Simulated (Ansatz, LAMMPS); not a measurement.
# Force difference against the radius of support functions in Li+ BF4- in acetonitrile and dimethyl sulfoxide at 350 K (156 atoms)

Density of this cell: 1.04 g/cm³. The cell holds 156 atoms: 36 C, 9 S, 9 O, 81 H, 9 N, 2 B, 8 F and 2 Li. Cell: a = 12.645 Å, b = 12.645 Å, c = 12.645 Å, α = 90.0°, β = 90.0°, γ = 90.0°. 9 acetonitrile, 9 dimethyl sulfoxide, 2 Li+, 2 BF4- placed at random, at 1.03 g/cm³; overlaps pushed apart, then 10 ps at 550 K with stiff harmonic cages for PF6 and BF4 with UFF radii; Joung-Cheatham ions (J. Phys. Chem. B 112, 9020 (2008)); MMFF94 bonds, angles, torsions, charges and radii (Halgren, J. Comput. Chem. 17, 490 (1996)) in harmonic and 12-6 forms; charges of ions scaled by 0.8. Snapshot after 30 ps at 350 K and fixed volume.

Calculated with Ansatz 0.2.0: Kohn-Sham DFT, PBE+D3(BJ), PAW (set soft_2), localised support functions (medium), with the radius typed; the reference is Kohn-Sham DFT, PBE+D3(BJ), PAW (set soft_2), plane waves, cutoff 750 eV, Γ point, gaussian smearing of 0.025 eV, with an r.m.s. force component of 0.939 eV/Å.

```
radius (Å)  r.m.s. force difference (meV/Å)     time
      3.51                            0.784    2 min
       3.8                            0.726  2.3 min
      4.05                            0.683  2.9 min
      4.34                                ?        ?
      4.88                            0.608  5.4 min
```

Task: Fit a power law of the radius to the rows given and interpolate to the withheld row.

Worked fit:

A power law y = A x^b is a line in u = ln x and v = ln y.

```
u = ln x   v = ln y
 1.25562  -0.243346
 1.33500  -0.320205
 1.39872  -0.381260
 1.58515  -0.497580
```

With n = 4: mean u = 1.39362, mean v = -0.360598, Σ(u − ū)² = 0.059189, Σ(u − ū)(v − v̄) = -0.044890. Slope b = -0.044890 / 0.059189 = -0.75841; intercept a = v̄ − b ū = 0.69634.

At the withheld row u = 1.468, v = a + b u = -0.4169, and y = exp(v).

Prediction at 4.34: 0.6591 meV/Å. The run gave 0.634 meV/Å, so the fit is high by 0.025 meV/Å (4.0 % of the value).

The fitted exponent is -0.76. Between neighbouring rows, the withheld one included, the exponents are -0.97, -0.96, -1.1 and -0.36, so one power law doesn't hold over the range. Among the rows given, the largest relative miss of the fit is at 4.05, by 0.012 meV/Å (1.7 %).

Limits: The difference holds the reference's own basis error, which sets a floor under it.

[Logs are printed without paths, hosts, clocks, repeated set-up lines and the standing remarks that a program may print on its own settings, such as how far it seeks lower states.]

[Hosts, paths, dates, database ids (printed as entryN), source tags and the programs' standing remarks are cut or masked in the printed files.]

[The MMFF94 radii named for the starting cell were scaled by 0.96; in molecules described by MMFF94, hydrogen bound to N, O or S took a small fixed 12-6 site in their place.]
